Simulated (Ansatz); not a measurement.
# A hypothetical structure for GaCu2IrSe4

This structure for GaCu2IrSe4 is made up. Its elements were placed in a known structure type with a cell scaled to their sizes. What cell does the guess relax to, and how far off was it?

Method: DFT, PBEsol, plane-wave PAW, files of the set soft_1, scalar-relativistic, ferromagnetic start, cell and ions relaxed at zero pressure; PAW set soft_1, in Ansatz 0.2.0.

### Step 1. Set-up

Symmetry: I-42m, No. 121, tetragonal system. Conventional cell: a = 5.560 Å, b = 5.560 Å, c = 10.902 Å, α = 90.00°, β = 90.00°, γ = 90.00°. Nearest to Ir lie 4 Se at 2.32 Å. Se has 1 Ir at 2.32 Å and 2 Cu at 2.33 Å and 1 Ga at 2.61 Å nearest. Ga has 4 Se at 2.61 Å nearest. Cu has 4 Se at 2.33 Å nearest. Farther neighbours and most contacts between anions are not listed.

### Step 2. Relaxation of the guess

The guessed cell has no reason to be at equilibrium. It is relaxed with the atoms, within the space group of the guess.

input.yaml

```yaml
crystal:
  lattice:
    - [-2.78, 2.78, 5.451]
    - [2.78, -2.78, 5.451]
    - [2.78, 2.78, -5.451]
  atoms:
    - { symbol: Ir, position: [0.0, 0.0, 0.0], spin: 0.6 }
    - { symbol: Se, position: [0.9095, 0.3635, 0.0] }
    - { symbol: Se, position: [0.0905, 0.0905, 0.454] }
    - { symbol: Se, position: [0.6365, 0.6365, 0.546] }
    - { symbol: Se, position: [0.3635, 0.9095, 0.0] }
    - { symbol: Ga, position: [0.5, 0.5, 0.0] }
    - { symbol: Cu, position: [0.25, 0.75, 0.5], spin: 0.6 }
    - { symbol: Cu, position: [0.75, 0.25, 0.5], spin: 0.6 }
magnetization:
  spin_polarized: true
kpoints:
  mp_grid: { grid: [7, 7, 7] }
scf:
  occupations: { method: fermi_dirac, width: 0.05 }
hamiltonian:
  xc: pbesol
  pseudopotentials: { kind: paw, azcp: { folder: soft_1 }, xc_functional: pbe }
relax:
  f_tol: 0.015
  max_steps: 70
  cell: {}
output:
  forces: true
  stress: true
```

Command:

```sh
$ ansatz run input.yaml --threads 4 --pin off --max-ram 10240MiB --backend cpu --events-out ev --progress --plain --runs-dir out
```

Numbers of over 12 decimals in the logs are rounded to 6 here.

The log of the run:

```text
Engine: ansatz 0.2.0, x86_64-unknown-linux-gnu
Pseudopotentials: kind: paw
Pseudopotential: Ir, paw, valence charge 17, recommended cutoff 420 eV (normal), soft_1/Ir.paw.azcp
Pseudopotential: Se, paw, valence charge 16, recommended cutoff 420 eV (normal), soft_1/Se.paw.azcp
Pseudopotential: Ga, paw, valence charge 13, recommended cutoff 420 eV (normal), soft_1/Ga.paw.azcp
Pseudopotential: Cu, paw, valence charge 19, recommended cutoff 420 eV (normal), soft_1/Cu.paw.azcp
Functional definition: PBEsol
  exchange = pbesol_x
  correlation = pbesol_c
Crystal: 8 atoms, lattice volume = 168.510 Å³
Basis set: ecut = 420 eV, 3323 PW (Γ), exchange–correlation on 90×90×90 points (8 copies of the dense FFT grid, shifted against one another)
Bands: 81, of which v1, the nominal top of the filled ones, is band 66 counted from 1 (65 counted from 0)
Symmetry: 8 space group operations
Space group: I-42m (ITA 121), of the structure as read, at distance tolerance 5.5e-5 Å
Magnetic group: BNS 121.327 (UNI 987), of the structure as read, at distance tolerance 5.5e-5 Å
k-points: 40 of 343 (time reversal used)
Non-local potential: Ir, projectors of the file, l = 0: 3, l = 1: 2, l = 2: 2, l = 3: 1
Non-local potential: Se, projectors of the file, l = 0: 2, l = 1: 2, l = 2: 3, l = 3: 1
Non-local potential: Ga, projectors of the file, l = 0: 2, l = 1: 2, l = 2: 3, l = 3: 1
Non-local potential: Cu, projectors of the file, l = 0: 3, l = 1: 2, l = 2: 3, l = 3: 1
PAW form: soft (Blöchl's): semilocal exchange-correlation on the pseudo side does not see the compensation charge
PAW frozen core: Ir, regenerated for the run's functional, and the local potential with it (the file was generated under x = pbe(κ = 0.804, μ = 0.219515), c = pbe(β = 0.066725))
PAW frozen core: Se, regenerated for the run's functional, and the local potential with it (the file was generated under x = pbe(κ = 0.804, μ = 0.219515), c = pbe(β = 0.066725))
PAW frozen core: Ga, regenerated for the run's functional, and the local potential with it (the file was generated under x = pbe(κ = 0.804, μ = 0.219515), c = pbe(β = 0.066725))
PAW frozen core: Cu, regenerated for the run's functional, and the local potential with it (the file was generated under x = pbe(κ = 0.804, μ = 0.219515), c = pbe(β = 0.066725))
PAW one-centre angular grid: Ir, 590 points (default); XC on 64 Gauss nodes
PAW one-centre angular grid: Se, 590 points (default); XC on 64 Gauss nodes
PAW one-centre angular grid: Ga, 590 points (default); XC on 64 Gauss nodes
PAW one-centre angular grid: Cu, 590 points (default); XC on 64 Gauss nodes
Initial density: superposition of atomic densities (chi_scale 0.1, normalization cell, long waves kept (reshape's long-wave potential 0.03 eV rms))
Starting moments: Σ|m| = 1.8 μB on 3 of 8 sites
Initial wavefunctions: pseudopotential atomic-orbital guess
Functional: x = pbesol(κ = 0.804, μ = 0.123457), c = pbesol(β = 0.046)
SCF iter   1: F=—  HF=-50423.284869 eV  |F-HF|=—  |Δ(HF+E_count)|=         —  Δρ=1.23e-1 (↑1.20e-1 ↓1.23e-1)  dr2=8.12e1  dr2_m=4.15e-2  M=0.752 μB ∫|m|=0.770 μB  β_m=0.30  ethr=3.10e-3  ⟨swp⟩=6.0  Hψ=23099  notcnv=0
Mixer restart at iter 1: flushing history
preconditioner: auto → Kerker (q_TF=auto, 2.619 Å⁻¹)  [metal: Δε(μ)=0.006 eV  Ē_g=10.827 eV  σ=0.050 eV  W_gap=0.03  n_scr=60 (ndim 8)  ℏωp=23.6 eV  f_vac=0.052  D(μ)=7.71/eV (n_scr^D=68)]
spin=Collinear: Kerker preconditioning applied to the charge; magnetization (m = ρ↑ − ρ↓) channel mixes plain (no charge-response kernel on spin).
SCF iter   2: F=—  HF=-50421.826486 eV  |F-HF|=—  |Δ(HF+E_count)|=    1.46e0  Δρ=5.40e-2 (↑4.72e-2 ↓5.40e-2)  dr2=8.40e0  dr2_m=4.94e-2  M=0.558 μB ∫|m|=0.610 μB  β_m=0.26  ethr=3.10e-3  ⟨swp⟩=4.0  Hψ=16494  notcnv=0  defer=499
SCF iter   3: F=—  HF=-50418.811286 eV  |F-HF|=—  |Δ(HF+E_count)|=    3.02e0  Δρ=1.54e-2 (↑1.30e-2 ↓1.54e-2)  dr2=8.40e-1  dr2_m=3.22e-2  M=0.511 μB ∫|m|=0.553 μB  β_m=0.38  ethr=3.10e-3  ⟨swp⟩=2.0  Hψ=13452  notcnv=0  defer=552
SCF iter   4: F=—  HF=-50418.692661 eV  |F-HF|=—  |Δ(HF+E_count)|=   1.19e-1  Δρ=1.28e-2 (↑1.28e-2 ↓1.19e-2)  dr2=1.19e0  dr2_m=1.17e-2  M=0.376 μB ∫|m|=0.413 μB  β_m=0.59  ethr=6.36e-4  ⟨swp⟩=2.0  Hψ=13442  notcnv=0  defer=558
SCF iter   5: F=—  HF=-50418.705587 eV  |F-HF|=—  |Δ(HF+E_count)|=   1.29e-2  Δρ=9.67e-3 (↑9.67e-3 ↓8.88e-3)  dr2=3.47e-1  dr2_m=2.89e-3  M=0.168 μB ∫|m|=0.194 μB  β_m=0.80  ethr=6.36e-4  ⟨swp⟩=2.6  Hψ=9036  notcnv=0  defer=558
SCF iter   6: F=—  HF=-50418.724510 eV  |F-HF|=—  |Δ(HF+E_count)|=   1.89e-2  Δρ=7.70e-3 (↑6.94e-3 ↓7.70e-3)  dr2=2.80e-1  dr2_m=1.12e-3  M=0.097 μB ∫|m|=0.108 μB  β_m=0.86  ethr=2.63e-4  ⟨swp⟩=2.1  Hψ=8852  notcnv=0  defer=557
SCF iter   7: F=—  HF=-50418.714982 eV  |F-HF|=—  |Δ(HF+E_count)|=         —  Δρ=5.78e-3 (↑5.16e-3 ↓5.78e-3)  dr2=1.73e-1  dr2_m=1.47e-3  M=0.023 μB ∫|m|=0.028 μB  β_m=0.86  ethr=2.12e-4  ⟨swp⟩=2.0  Hψ=9830  notcnv=0  defer=557
Mixer restart at iter 7: flushing history
SCF iter   8: F=—  HF=-50418.794598 eV  |F-HF|=—  |Δ(HF+E_count)|=   7.96e-2  Δρ=1.22e-2 (↑1.22e-2 ↓1.20e-2)  dr2=5.67e-1  dr2_m=1.59e-4  M=0.009 μB ∫|m|=0.011 μB  β_m=0.48  ethr=1.31e-4  ⟨swp⟩=2.2  Hψ=12420  notcnv=0  defer=557  recentre
SCF iter   9: F=—  HF=-50418.699078 eV  |F-HF|=—  |Δ(HF+E_count)|=   9.55e-2  Δρ=3.39e-3 (↑3.06e-3 ↓3.39e-3)  dr2=6.34e-2  dr2_m=4.48e-4  M=0.014 μB ∫|m|=0.016 μB  β_m=0.48  ethr=1.31e-4  ⟨swp⟩=2.0  Hψ=13443  notcnv=0  defer=557
SCF iter  10: F=—  HF=-50418.689868 eV  |F-HF|=—  |Δ(HF+E_count)|=   9.21e-3  Δρ=3.91e-4 (↑3.67e-4 ↓3.91e-4)  dr2=1.58e-3  dr2_m=5.65e-5  M=0.005 μB ∫|m|=0.007 μB  β_m=0.54  ethr=4.80e-5  ⟨swp⟩=2.0  Hψ=7611  notcnv=0  defer=557
SCF iter  11: F=—  HF=-50418.689957 eV  |F-HF|=—  |Δ(HF+E_count)|=   8.85e-5  Δρ=3.50e-4 (↑3.50e-4 ↓3.36e-4)  dr2=4.47e-4  dr2_m=1.38e-5  M=0.003 μB ∫|m|=0.004 μB  β_m=0.77  ethr=1.20e-6  ⟨swp⟩=2.0  Hψ=9094  notcnv=0  defer=557
SCF iter  12: F=—  HF=-50418.690101 eV  |F-HF|=—  |Δ(HF+E_count)|=   1.44e-4  Δρ=1.33e-4 (↑1.27e-4 ↓1.33e-4)  dr2=1.16e-4  dr2_m=1.42e-6  M=0.001 μB ∫|m|=0.001 μB  β_m=0.80  ethr=3.39e-7  ⟨swp⟩=2.0  Hψ=9204  notcnv=0  defer=557
SCF iter  13: F=—  HF=-50418.690108 eV  |F-HF|=—  |Δ(HF+E_count)|=   7.46e-6  Δρ=4.39e-5 (↑4.39e-5 ↓4.31e-5)  dr2=1.84e-5  dr2_m=2.14e-8  M=0.000 μB ∫|m|=0.000 μB  β_m=0.81  ethr=8.78e-8  ⟨swp⟩=2.1  Hψ=9790  notcnv=0  defer=557
SCF iter  14: F=—  HF=-50418.690110 eV  |F-HF|=—  |Δ(HF+E_count)|=   1.97e-6  Δρ=4.11e-5 (↑3.78e-5 ↓4.11e-5)  dr2=1.17e-5  dr2_m=1.04e-7  M=-0.000 μB ∫|m|=0.000 μB  β_m=0.88  ethr=1.40e-8  ⟨swp⟩=2.0  Hψ=10804  notcnv=0  defer=557
[...]
Basis set: ecut = 420 eV, 3339 PW (Γ), exchange–correlation on 96×96×96 points (8 copies of the dense FFT grid, shifted against one another)
Initial wavefunctions: pseudopotential atomic-orbital guess (no wavefunctions were taken with the density)
iter 1 solved again at ethr=2.20e-7 eV; its pass at ethr=3.10e-3 eV (dr2=2.91e-4 eV) is discarded
SCF iter   1: F=—  HF=-50418.947650 eV  |F-HF|=—  |Δ(HF+E_count)|=         —  Δρ=2.44e-4 (↑2.44e-4 ↓2.44e-4)  dr2=9.06e-6  dr2_m=2.45e-12  M=0.000 μB ∫|m|=0.000 μB  β_m=0.65  ethr=2.20e-7  ⟨swp⟩=3.0  Hψ=39726  notcnv=0
preconditioner: auto → Kerker (q_TF=auto, 2.304 Å⁻¹)  [metal: Δε(μ)=0.018 eV  Ē_g=11.076 eV  σ=0.050 eV  W_gap=0.09  n_scr=36 (ndim 8)  ℏωp=23.6 eV  f_vac=0.094  D(μ)=4.95/eV (n_scr^D=36)]
spin=Collinear: Kerker preconditioning applied to the charge; magnetization (m = ρ↑ − ρ↓) channel mixes plain (no charge-response kernel on spin).
SCF iter   2: F=—  HF=-50418.949889 eV  |F-HF|=—  |Δ(HF+E_count)|=   2.24e-3  Δρ=8.80e-5 (↑8.80e-5 ↓8.80e-5)  dr2=1.73e-6  dr2_m=8.23e-13  M=0.000 μB ∫|m|=0.000 μB  β_m=0.62  ethr=6.86e-9  ⟨swp⟩=2.0  Hψ=11256  notcnv=0
SCF iter   3: F=—  HF=-50418.950185 eV  |F-HF|=—  |Δ(HF+E_count)|=   2.96e-4  Δρ=3.47e-5 (↑3.47e-5 ↓3.47e-5)  dr2=2.86e-6  dr2_m=2.55e-13  M=0.000 μB ∫|m|=0.000 μB  β_m=0.47  ethr=1.31e-9  ⟨swp⟩=2.0  Hψ=11776  notcnv=0
SCF iter   4: F=—  HF=-50418.950206 eV  |F-HF|=—  |Δ(HF+E_count)|=   2.07e-5  Δρ=4.68e-6 (↑4.68e-6 ↓4.68e-6)  dr2=4.91e-8  dr2_m=1.23e-13  M=0.000 μB ∫|m|=0.000 μB  β_m=0.54  ethr=1.31e-9  ⟨swp⟩=2.0  Hψ=11599  notcnv=0
SCF iter   5: F=—  HF=-50418.950206 eV  |F-HF|=—  |Δ(HF+E_count)|=   6.76e-7  Δρ=1.09e-6 (↑1.09e-6 ↓1.09e-6)  dr2=1.26e-8  dr2_m=3.65e-14  M=0.000 μB ∫|m|=0.000 μB  β_m=0.56  ethr=3.72e-11  ⟨swp⟩=1.0  Hψ=6482  notcnv=0
SCF iter   6: F=—  HF=-50418.950206 eV  |F-HF|=—  |Δ(HF+E_count)|=   7.63e-9  Δρ=4.65e-7 (↑4.65e-7 ↓4.64e-7)  dr2=2.97e-9  dr2_m=9.54e-15  M=0.000 μB ∫|m|=0.000 μB  β_m=0.78  ethr=9.56e-12  ⟨swp⟩=1.2  Hψ=6833  notcnv=0
SCF iter   7: F=—  HF=-50418.950193 eV  |F-HF|=—  |Δ(HF+E_count)|=   1.31e-5  Δρ=5.83e-7 (↑5.83e-7 ↓5.83e-7)  dr2=1.91e-9  dr2_m=9.42e-16  M=-0.000 μB ∫|m|=0.000 μB  β_m=0.83  ethr=2.25e-12  ⟨swp⟩=2.5  Hψ=9342  notcnv=0
SCF iter   8: F=—  HF=-50418.950193 eV  |F-HF|=—  |Δ(HF+E_count)|=  3.78e-10  Δρ=2.54e-7 (↑2.54e-7 ↓2.54e-7)  dr2=4.23e-10  dr2_m=3.59e-16  M=-0.000 μB ∫|m|=0.000 μB  β_m=0.72  ethr=1.45e-12  ⟨swp⟩=2.0  Hψ=9204  notcnv=0
SCF iter   9: F=—  HF=-50418.950193 eV  |F-HF|=—  |Δ(HF+E_count)|=  6.55e-11  Δρ=6.60e-8 (↑6.60e-8 ↓6.59e-8)  dr2=3.93e-11  dr2_m=6.14e-17  M=0.000 μB ∫|m|=0.000 μB  β_m=0.86  ethr=1.00e-12  ⟨swp⟩=2.1  Hψ=8404  notcnv=0
SCF iter  10: F=—  HF=-50418.950193 eV  |F-HF|=—  |Δ(HF+E_count)|=  3.64e-11  Δρ=2.54e-8 (↑2.54e-8 ↓2.54e-8)  dr2=5.95e-12  dr2_m=1.63e-17  M=-0.000 μB ∫|m|=0.000 μB  β_m=0.79  ethr=1.00e-12  ⟨swp⟩=1.0  Hψ=6480  notcnv=0
SCF iter  11: F=—  HF=-50418.950193 eV  |F-HF|=—  |Δ(HF+E_count)|=  1.46e-11  Δρ=8.06e-8 (↑8.06e-8 ↓8.06e-8)  dr2=1.03e-10  dr2_m=2.24e-18  M=-0.000 μB ∫|m|=0.000 μB  β_m=0.89  ethr=1.00e-12  ⟨swp⟩=1.0  Hψ=6480  notcnv=0
SCF iter  12: F=-50418.950193 eV  HF=-50418.950193 eV  |F-HF|=1.46e-11  |Δ(HF+E_count)|=  1.46e-11  Δρ=5.13e-8 (↑5.13e-8 ↓5.13e-8)  dr2=2.96e-11  dr2_m=5.50e-19  M=-0.000 μB ∫|m|=0.000 μB  ethr=1.00e-12  ⟨swp⟩=2.0  Hψ=18339  notcnv=0
the starting moments were not kept: the SCF closed with an absolute magnetisation of 1.9e-9 μB, where they sum to 1.8 μB in size (3 sites). That is at most 0.1 of that sum. Measured as dr2_m measures the in/out step, that magnetisation stands 4.5e-19 eV from none, at or under the dr2_threshold of 8.0e-11 eV: it is no larger than a step whose dr2_m would equal this threshold.
SCF 6 converged in 12 iterations: F = -50418.950193 eV  dr2 = 2.96e-11
relax step   6: F+E_penalty+E_count = -50418.95019316 eV  Δ(F+E_penalty+E_count) = -5.655e-5 eV  max|allowed force component| = 6.316e-3 eV/Å  Δτ_max = 0.0000 Å  P = -0.012 GPa  Ω = 168.707 Å³  stress off target by 2.96e-2 GPa  SCF on the basis re-selected at this cell (its energy is not comparable with the rows above)  (12 SCF iters)
basis re-selected at this cell: Δ(F+E_penalty+E_count) = -5.655e-5 eV, ΔP = -0.001 GPa vs the last step (what re-selecting the basis moved, of the pressure what is left beyond the Pulay correction that the steps carried, after the strain that the cell walked since its last selection, with what the two solves' SCF thresholds leave and, on support functions, any second-order correction that the steps lacked; it is no measure of the basis error at this ecutwfc). The dense FFT grid was sized anew with the basis: this SCF ran on 48×48×48 points, the steps before it on 45×45×45, so part of this shift can come from that change (see relax.cell in the input reference). [rest of the remark cut]
SCF converged after 12 iterations
Magnetization: -0.0000 μB (66.0000 up, 66.0000 down)
Absolute magnetization: 0.0000 μB (∫|ρ↑−ρ↓|, with the PAW one-centre terms)
Spin contamination: 0.0000 ħ² per cell (⟨S²⟩ above its minimum at these occupations)
Per-site moments (μB) at R_I (Å): [(-7.722095971867146e-10, 0.982729), (9.58877021850443e-12, 0.973325), (9.588428152651765e-12, 0.973325), (9.588445400448175e-12, 0.973325), (9.58855557498102e-12, 0.973325), (-2.603530716273371e-11, 1.020037), (2.3197772026489798e-11, 0.973325), (2.319759267623139e-11, 0.973325)]
Free energy (F): -50418.950193 eV
Harris-Foulkes:  -50418.950193 eV  (|F-HF|=1.46e-11)
Internal energy: -50418.908806 eV  (E = F + TS)
E sigma→0 (E₀):  -50418.929500 eV
Entropy (-TS):   -0.041387 eV (-5.173 meV/atom)
Fermi energy:    9.791274 eV
--- Per-component energies (eV) ---
  E_band       = -2837.878448
  E_kinetic    = 1620.643378
  E_local      = -25780.487799  (includes V_loc(G=0)·N_el)
  E_nonlocal   = 482.280174
  E_hartree    = 12311.017922
  E_xc         = -764.852648
  E_vxc        = -848.353048  (∫ρ·V_xc dr)
  E_paw        = -22989.359497  (= ΣΔE_a)
  E_vpaw       = -2933.997884  (= ΣTr[D̂ρ^β])
  E_aug_tail   = 0.000597  (compensation charges beyond the density's cutoff)
  E_ewald      = -15303.725473
  E_core_change = 5.574540  (= ΣΔE_core)
  E_smearing   = -0.041387  (= −TS)
  E_closure    = -0.000000  (closes the sum)
  Σ components = -50418.950193   (vs F -50418.950193, Δ=0.00e0)
--- Forces (eV/Å), atoms counted from 1 ---
  atom   1  Ir     0.00000000     0.00000000     0.00000000
  atom   2  Se     0.00631641    -0.00631641    -0.00296771
  atom   3  Se     0.00631641     0.00631641     0.00296771
  atom   4  Se    -0.00631641    -0.00631641     0.00296771
  atom   5  Se    -0.00631641     0.00631641    -0.00296771
  atom   6  Ga    -0.00000000     0.00000000    -0.00000000
  atom   7  Cu    -0.00000000     0.00000000    -0.00000000
  atom   8  Cu    -0.00000000     0.00000000     0.00000000
  max |Σ_I F_I| component: 3.90e-17 eV/Å
--- Stress (GPa, compression-positive) ---
       -0.002550      -0.000000       0.000000
       -0.000000      -0.002550      -0.000000
       -0.000000      -0.000000      -0.029630
  P = ⅓ Tr σ = -0.0116 GPa (-0.116 kbar)
--- Relaxed structure (5 steps of the walk, 5 accepted, 1 SCFs on fresh bases) ---
  F+E_penalty+E_count = -50418.95019316 eV   max|allowed force component| = 6.316e-3 eV/Å   (the final SCF, on the basis selected at the relaxed cell)
  cell:  # Å, volume = 168.7069 Å³
    - [-2.763537, 2.763537, 5.522583]
    - [2.763537, -2.763537, 5.522583]
    - [2.763537, 2.763537, -5.522583]
  atoms:
    - { symbol: Ir, position: [0, -1.174867516512996e-19, 3.315006642491661e-19] }
    - { symbol: Se, position: [0.887559, 0.373184, 0.0] }
    - { symbol: Se, position: [0.112441, 0.112441, 0.485625] }
    - { symbol: Se, position: [0.626816, 0.626816, 0.514375] }
    - { symbol: Se, position: [0.373184, 0.887559, 0.0] }
    - { symbol: Ga, position: [0.500000, 0.500000, 3.315006642491682e-19] }
    - { symbol: Cu, position: [0.250000, 0.75, 0.500000] }
    - { symbol: Cu, position: [0.75, 0.250000, 0.500000] }
```

Run time: 2.1 min. Hardware: 4 threads of INTEL XEON PLATINUM 8581C at 2.10GHz (Emerald Rapids), shared host; peak memory 1.2 GiB.

Step by step:

| step | energy less that of the first step (eV) | largest force component (eV/Å) | pressure (GPa) | volume (Å³) |
| --- | --- | --- | --- | --- |
| 1 | 0.0000 | 0.6399 | 2.41 | 168.51 |
| 2 | -0.2159 | 0.2483 | -0.38 | 170.47 |
| 3 | -0.2250 | 0.2388 | 1.25 | 165.87 |
| 4 | -0.2589 | 0.0333 | -0.10 | 169.03 |
| 5 | -0.2600 | 0.0063 | -0.01 | 168.71 |
| 6* | -0.2601 | 0.0063 | -0.01 | 168.71 |

Relaxation steps marked * repeat the geometry before them on a plane-wave basis chosen anew for their cell, so energy and pressure can jump there.

Forces are held to the 8 operations that the run works with; a distortion that breaks them can't arise in this run.

| conventional cell, symmetrised | before | after | change |
| --- | --- | --- | --- |
| a (Å) | 5.560 | 5.527 | -0.6 % |
| b (Å) | 5.560 | 5.527 | -0.6 % |
| c (Å) | 10.902 | 11.045 | +1.3 % |
| volume (Å³/atom) | 21.06 | 21.09 | +0.1 % |

The atoms that moved most (Å, as changes of fractional coordinates times the final cell):

| atom | dx | dy | dz | length |
| --- | --- | --- | --- | --- |
| Se2 | 0.087 | -0.087 | -0.068 | 0.141 |
| Se5 | -0.087 | 0.087 | -0.068 | 0.141 |
| Se4 | -0.087 | -0.087 | 0.068 | 0.141 |
| Se3 | 0.087 | 0.087 | 0.068 | 0.141 |

Final coordinates:

```cif
data_structure
_symmetry_space_group_name_H-M 'P 1'
_symmetry_Int_Tables_number 1
_cell_length_a 6.7656
_cell_length_b 6.7656
_cell_length_c 6.7656
_cell_angle_alpha 131.783
_cell_angle_beta 131.783
_cell_angle_gamma 70.573
_cell_volume 168.71
loop_
_atom_site_label
_atom_site_type_symbol
_atom_site_fract_x
_atom_site_fract_y
_atom_site_fract_z
_atom_site_occupancy
Ir1 Ir 0.00000 0.00000 0.00000 1
Se2 Se 0.88756 0.37318 0.00000 1
Se3 Se 0.11244 0.11244 0.48563 1
Se4 Se 0.62682 0.62682 0.51437 1
Se5 Se 0.37318 0.88756 0.00000 1
Ga6 Ga 0.50000 0.50000 0.00000 1
Cu7 Cu 0.25000 0.75000 0.50000 1
Cu8 Cu 0.75000 0.25000 0.50000 1
```

Numbers from this step:

```
free energy             : -50418.9502 eV
energy at zero smearing : -50418.9295 eV
smearing term TS        : 0.04139 eV
Fermi energy            : 9.791 eV
electrons               : 132
symmetry operations     : 8
pressure                : -0.01158 GPa
```

Shortest distances by pair of elements, guess and relaxed (not always the same contact):

| pair | guess (Å) | relaxed (Å) |
| --- | --- | --- |
| Cu–Se | 2.330 | 2.360 |
| Ir–Se | 2.324 | 2.382 |
| Ga–Se | 2.612 | 2.473 |
| Se–Se | 3.570 | 3.796 |
| Cu–Ga | 3.893 | 3.907 |

The relaxation ends with a largest force component of 0.0063 eV/Å and a pressure of -0.01 GPa. The starting moments have collapsed: the run ends non-magnetic.

### Step 3. Summary of results

```yaml
space_group_relaxed: I-42m
conventional_cell: a = 5.527, b = 5.527, c = 11.045 Å; α = 90.0°, β = 90.0°, γ = 90.0°
volume_per_atom: 21.09 Å³ (guess 21.06)
total_moment: 0.00 μB in the cell of 8 atoms
```

What this shows: GaCu2IrSe4 relaxes to I-42m with a = 5.527, b = 5.527 and c = 11.045 Å. The guessed volume was near the relaxed one. The space group I-42m was held in the relaxation, so the end point is a stationary structure within it and may be a saddle against distortions or other arrangements. The moments died out from this one start and weren't seeded again at the relaxed cell. Mesh and cutoff weren't tested. Spin-orbit coupling is left out, which can matter for elements this heavy. No dispersion term is used, so weakly bound directions may come out too long. Nothing here tests whether the compound is stable against decomposition.

[Logs are printed without paths, hosts, clocks, repeated set-up lines and the standing remarks that a program may print on its own settings, such as how far it seeks lower states.]

[Hosts, paths, dates, database ids (printed as entryN), source tags and the programs' standing remarks are cut or masked in the printed files.]
